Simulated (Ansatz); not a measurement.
# Resistivity from frozen vibrations: Mo(100) with 4 thermally displaced layers, 2x2, part 2 of 2

How much do lattice vibrations at 500 K scatter the electrons of Mo? Layers with random displacements are laid between perfect leads, and the resistance is followed against their length. The measured value for the pure metal at this temperature is 10.6 µΩ cm (CRC Handbook of Chemistry and Physics, 84th ed., 2003, Electrical Resistivity of Pure Metals).

Ansatz 0.2.0; Ansatz plane-wave DFT, PBE, PAW files; ballistic transport by layer matching (Landauer), zero bias; PAW set soft_1.

So far, open channels per spin nearest the Fermi level: step 2 (with 4 displaced layers) 6.78.

### Step 4. With 12 displaced layers

Each atom of 12 layers is moved at random, by amounts drawn from a normal law 0.0619 Å wide in each direction from the Debye model (450 K) at 500 K. A fresh draw is used; the growth of the resistance with length is what counts.

System of this step: Mo(100) with 12 thermally displaced layers, 2x2. The cell holds 88 atoms: 88 Mo. Cell: a = 6.294 Å, b = 6.294 Å, c = 34.617 Å, α = 90.0°, β = 90.0°, γ = 90.0°. It derives from Mo. Regions: lead, 40 atoms (40 Mo); scattering region, 48 atoms (48 Mo). The structure is stacked along c, and the current runs across the ab planes.

Input file input.yaml:

```yaml
crystal:
  lattice:
    - [6.294, 0.0, 0.0]
    - [0.0, 6.294, 0.0]
    - [0.0, 0.0, 34.617]
  atoms:
    - { symbol: Mo, position: [0.0, 0.0, 0.0227272727] }
    - { symbol: Mo, position: [0.0, 0.5, 0.0227272727] }
    - { symbol: Mo, position: [0.5, 0.0, 0.0227272727] }
    - { symbol: Mo, position: [0.5, 0.5, 0.0227272727] }
    - { symbol: Mo, position: [0.25, 0.25, 0.0681818182] }
    - { symbol: Mo, position: [0.25, 0.75, 0.0681818182] }
    - { symbol: Mo, position: [0.75, 0.25, 0.0681818182] }
    - { symbol: Mo, position: [0.75, 0.75, 0.0681818182] }
    - { symbol: Mo, position: [0.0, 0.0, 0.1136363636] }
    - { symbol: Mo, position: [0.0, 0.5, 0.1136363636] }
    - { symbol: Mo, position: [0.5, 0.0, 0.1136363636] }
    - { symbol: Mo, position: [0.5, 0.5, 0.1136363636] }
    - { symbol: Mo, position: [0.25, 0.25, 0.1590909091] }
    - { symbol: Mo, position: [0.25, 0.75, 0.1590909091] }
    - { symbol: Mo, position: [0.75, 0.25, 0.1590909091] }
    - { symbol: Mo, position: [0.75, 0.75, 0.1590909091] }
    - { symbol: Mo, position: [0.0, 0.0, 0.2045454545] }
    - { symbol: Mo, position: [0.0, 0.5, 0.2045454545] }
    - { symbol: Mo, position: [0.5, 0.0, 0.2045454545] }
    - { symbol: Mo, position: [0.5, 0.5, 0.2045454545] }
    - { symbol: Mo, position: [0.2446182152, 0.2490899762, 0.2504497338] }
    - { symbol: Mo, position: [0.246668447, 0.7310887413, 0.2498708007] }
    - { symbol: Mo, position: [0.7522153197, 0.260661216, 0.2510328799] }
    - { symbol: Mo, position: [0.7436733113, 0.7428847285, 0.2535937628] }
    - { symbol: Mo, position: [0.0074383238, 0.0180044398, 0.2992607367] }
    - { symbol: Mo, position: [0.9919576183, 0.5037874889, 0.2962734779] }
    - { symbol: Mo, position: [0.5055014118, 0.0053273091, 0.2958157] }
    - { symbol: Mo, position: [0.5017118223, 0.4852292882, 0.2951589057] }
    - { symbol: Mo, position: [0.2426503324, 0.2512395337, 0.3400733939] }
    - { symbol: Mo, position: [0.2560805272, 0.7580521342, 0.3414608508] }
    - { symbol: Mo, position: [0.7531081722, 0.2509137363, 0.3401086923] }
    - { symbol: Mo, position: [0.748382828, 0.745127424, 0.3416025831] }
    - { symbol: Mo, position: [0.0001387455, 0.0057145325, 0.3839887966] }
    - { symbol: Mo, position: [0.0087275389, 0.4925021187, 0.3850511728] }
    - { symbol: Mo, position: [0.498058986, 0.994461503, 0.3868839966] }
    - { symbol: Mo, position: [0.4943555256, 0.4894862261, 0.3848518397] }
    - { symbol: Mo, position: [0.2628977892, 0.2504350929, 0.4297313261] }
    - { symbol: Mo, position: [0.2500823562, 0.7347038689, 0.4350168716] }
    - { symbol: Mo, position: [0.7350132257, 0.2547065015, 0.432789864] }
    - { symbol: Mo, position: [0.7357453262, 0.7529519455, 0.4336005375] }
    - { symbol: Mo, position: [0.004596619, 0.0025659876, 0.4789691525] }
    - { symbol: Mo, position: [0.0015818135, 0.5033073152, 0.4770462417] }
    - { symbol: Mo, position: [0.5062111285, 0.9907454812, 0.4786879331] }
    - { symbol: Mo, position: [0.4950325034, 0.4892780518, 0.477925577] }
    - { symbol: Mo, position: [0.2666430346, 0.2594540248, 0.5218055949] }
    - { symbol: Mo, position: [0.256862455, 0.7455347805, 0.5225055991] }
    - { symbol: Mo, position: [0.7508801329, 0.2272199909, 0.5230697669] }
    - { symbol: Mo, position: [0.7398781623, 0.7431440437, 0.520091932] }
    - { symbol: Mo, position: [0.9850910847, 0.9907269969, 0.5696574993] }
    - { symbol: Mo, position: [0.0163784476, 0.4997522148, 0.5701332966] }
    - { symbol: Mo, position: [0.4974048704, 0.9812038598, 0.5684497807] }
    - { symbol: Mo, position: [0.5043810598, 0.4957863748, 0.5687220169] }
    - { symbol: Mo, position: [0.2556286613, 0.24151205, 0.6109966551] }
    - { symbol: Mo, position: [0.2478249041, 0.7479251151, 0.6130060098] }
    - { symbol: Mo, position: [0.7597053829, 0.266963844, 0.6128916444] }
    - { symbol: Mo, position: [0.7568705853, 0.7592500651, 0.6149110668] }
    - { symbol: Mo, position: [0.0102975831, 0.9961734371, 0.6604132466] }
    - { symbol: Mo, position: [0.0199021899, 0.5079006408, 0.6579829047] }
    - { symbol: Mo, position: [0.5059742738, 0.0124101539, 0.659750439] }
    - { symbol: Mo, position: [0.4944613447, 0.5151696502, 0.6568570625] }
    - { symbol: Mo, position: [0.2549490493, 0.2498409819, 0.7024118841] }
    - { symbol: Mo, position: [0.2619881135, 0.7534199984, 0.7024599074] }
    - { symbol: Mo, position: [0.7559154452, 0.2457570411, 0.7011443907] }
    - { symbol: Mo, position: [0.7432275411, 0.7525909102, 0.7056817165] }
    - { symbol: Mo, position: [0.0016276283, 0.0004440062, 0.750840065] }
    - { symbol: Mo, position: [0.9979259452, 0.5115703547, 0.7502656836] }
    - { symbol: Mo, position: [0.5028894714, 0.0053164635, 0.7481104055] }
    - { symbol: Mo, position: [0.4930277629, 0.5150270898, 0.7505993342] }
    - { symbol: Mo, position: [0.25, 0.25, 0.7954545455] }
    - { symbol: Mo, position: [0.25, 0.75, 0.7954545455] }
    - { symbol: Mo, position: [0.75, 0.25, 0.7954545455] }
    - { symbol: Mo, position: [0.75, 0.75, 0.7954545455] }
    - { symbol: Mo, position: [0.0, 0.0, 0.8409090909] }
    - { symbol: Mo, position: [0.0, 0.5, 0.8409090909] }
    - { symbol: Mo, position: [0.5, 0.0, 0.8409090909] }
    - { symbol: Mo, position: [0.5, 0.5, 0.8409090909] }
    - { symbol: Mo, position: [0.25, 0.25, 0.8863636364] }
    - { symbol: Mo, position: [0.25, 0.75, 0.8863636364] }
    - { symbol: Mo, position: [0.75, 0.25, 0.8863636364] }
    - { symbol: Mo, position: [0.75, 0.75, 0.8863636364] }
    - { symbol: Mo, position: [0.0, 0.0, 0.9318181818] }
    - { symbol: Mo, position: [0.0, 0.5, 0.9318181818] }
    - { symbol: Mo, position: [0.5, 0.0, 0.9318181818] }
    - { symbol: Mo, position: [0.5, 0.5, 0.9318181818] }
    - { symbol: Mo, position: [0.25, 0.25, 0.9772727273] }
    - { symbol: Mo, position: [0.25, 0.75, 0.9772727273] }
    - { symbol: Mo, position: [0.75, 0.25, 0.9772727273] }
    - { symbol: Mo, position: [0.75, 0.75, 0.9772727273] }
kpoints:
  mp_grid: { grid: [4, 4, 1] }
hamiltonian:
  xc: pbe
  pseudopotentials: { kind: paw, azcp: { folder: soft_1 } }
scf:
  occupations: { method: fermi_dirac, width: 0.1 }
output:
  transmission: { leads: [[0, 4]], kmesh: [8, 8], e_range: [-0.05, 0.05], de: 0.05 }
  write_potential: true
  write_density: true
  volumetric_format: npy
```

Command:

```sh
> ansatz run input.yaml --threads 8 --pin off --max-ram 15360MiB --backend cpu --events-out ev --progress --plain --runs-dir out
```

Numbers of over 12 decimals in the logs are rounded to 6 here.

What it wrote:

```text
[...]
Crystal: 88 atoms, lattice volume = 1371.333 Å³
Basis set: ecut = 420 eV, 26839 PW (Γ)
Bands: 740, of which v1, the nominal top of the filled ones, is band 616 counted from 1 (615 counted from 0)
Symmetry: 1 space group operations
[...]
k-points: 10 of 16 (time reversal used)
[...]
SCF iter   1: F=—  HF=-436184.213224 eV  |F-HF|=—  |Δ(HF+E_count)|=         —  Δρ=1.06e-1  dr2=1.59e2  ethr=3.10e-3  ⟨swp⟩=4.4  Hψ=25485  notcnv=0
[...]
SCF iter   8: F=-436130.289919 eV  HF=-436130.289919 eV  |F-HF|=7.58e-8  |Δ(HF+E_count)|=   8.94e-8  Δρ=1.45e-6  dr2=8.93e-8  ethr=8.12e-12  ⟨swp⟩=7.6  Hψ=19304  notcnv=0
SCF 1 converged in 8 iterations: F = -436130.289919 eV  dr2 = 8.93e-8
[...]
transmission: 240 of 2346 steps passed
transmission: 474 of 2346 steps passed
[...]
transmission: 2346 of 2346 steps passed
SCF converged after 8 iterations
Free energy (F): -436130.289919 eV
[...]
Internal energy: -436128.129879 eV  (E = F + TS)
E sigma→0 (E₀):  -436129.209899 eV
Entropy (-TS):   -2.160040 eV (-24.546 meV/atom)
Fermi energy:    21.125695 eV
[...]
--- Band table (eV; the first three rows and the last of 10) ---
  k-point 0: bands = [... 612 lower, 21.1100, 21.1295, 21.1315, 21.1391, 21.1562, 21.1807, 21.3098, 21.3303, ... 120 higher]
  k-point 1: bands = [... 612 lower, 21.0764, 21.0982, 21.1083, 21.1121, 21.1282, 21.1471, 21.1690, 21.1868, ... 120 higher]
  k-point 2: bands = [... 612 lower, 21.0417, 21.0483, 21.0667, 21.1116, 21.1545, 21.1760, 21.2821, 21.2943, ... 120 higher]
  k-point 9: bands = [... 612 lower, 20.3389, 20.3715, 20.4253, 20.4540, 21.3635, 21.4043, 21.4533, 21.4714, ... 120 higher]
--- Transmission ---
  basis      : 349 plane waves across, 69 finite elements along
  points     : 34, standing for a mesh of 8 x 8
[...]
channels       : 6.593750e0 a spin
[...]
slowest decay  : 0.0451 /Å at (0.5000, 0.3750)
  junction   : crystal 0 to crystal 0, 0.70 to 33.74 Å
    transmission   : 4.806900e0 a spin
[...]
```

Elapsed: 15 min, on 8 threads of Arm Neoverse V1, shared host; peak memory 8.3 GiB; 1.9 h of CPU time.

Numbers from this step:

```
free energy                                   : -436130.2899 eV
energy at zero smearing                       : -436129.2099 eV
Fermi energy                                  : 21.13 eV
transmission per spin nearest the Fermi level : 4.807
step of the lead's potential                  : 5.1 meV
```

Per spin. Table of transmission, zone mean by energy, zero at the Fermi level:

```csv
energy (eV),"transmission, zone mean"
-0.0500,4.80
0.0000,4.81
0.0500,4.91
```

Over the solved energies the transmission per spin lies between 4.80 and 4.91, out of 6.64 channels of the lead on average (up to 6.78).

### Step 5. Resistance against length

This step: Ansatz plane-wave DFT, PBE, PAW files; ballistic transport by layer matching (Landauer), zero bias; resistivity from the slope of the area resistance; PAW set soft_1 (Ansatz 0.2.0).

Numbers from this step:

```
resistivity           : 16.78 µΩ cm
intercept             : -0.01702 fΩ m²
scatter about the fit : 0.01970 fΩ m²
```

Resistance, by row:

```csv
run,length (Å),T,channels N,RA (fΩ m²)
n4,6.294,6.136,6.74,0.07465
n8,12.59,5.126,6.594,0.2221
n12,18.88,4.84,6.635,0.2859
```

Table of area resistance by length of the displaced region:

```
length of the displaced region (Å)  area resistance (fΩ m²)
                              6.29                   0.0747
                             12.59                    0.222
                             18.88                    0.286
```

The area resistance goes from 0.075 to 0.29 fΩ m² between 6.3 and 18.9 Å, a slope of 17 µΩ cm.

By hand from the end points: (0.2859 − 0.07465) fΩ m² / (18.88 − 6.29) Å = 17 µΩ cm, since 1 fΩ m² per Å is 1000 µΩ cm.

### Step 6. What came out

| Item | Value |
| --- | --- |
| resistivity from the slope | 16.8 µΩ cm |
| area resistance over 6.29 Å | 0.0747 fΩ m² |
| area resistance over 12.6 Å | 0.222 fΩ m² |
| area resistance over 18.9 Å | 0.286 fΩ m² |

The slope gives 17 µΩ cm. The points scatter by 0.020 fΩ m² about the line, with one random draw a length in a 2x2 cell, so the slope is a rough value. The mean square of the displacements drawn is 0.75, 0.94 and 0.81 of the nominal one at the three lengths; with each resistance scaled back by that, the slope is 20 µΩ cm, the value used below. The lead's own channel count moves between the runs (6.74, 6.59 and 6.64), which shifts RA and the slope too. Read with a model of isotropic scattering on a spherical Fermi surface and the lead's 1.3×10¹⁵ S/m², this slope means a mean free path near 30 Å; over these lengths the model's slope is 1.07 times its bulk resistivity, which would be 19 µΩ cm. Uncorrelated displacements put too much weight on short waves, which scatter strongly; with the sideways repeat of a small cell, one draw and three short lengths, the method is good to a factor of two or three. The measured value is 10.6 µΩ cm (CRC Handbook of Chemistry and Physics, 84th ed., 2003, Electrical Resistivity of Pure Metals); the scaled slope is 1.9 times that and the corrected value 1.8: clearly high.

[Logs are printed without paths, hosts, clocks, repeated set-up lines and the standing remarks that a program may print on its own settings, such as how far it seeks lower states.]

[Hosts, paths, dates, database ids (printed as entryN), source tags and the programs' standing remarks are cut or masked in the printed files.]
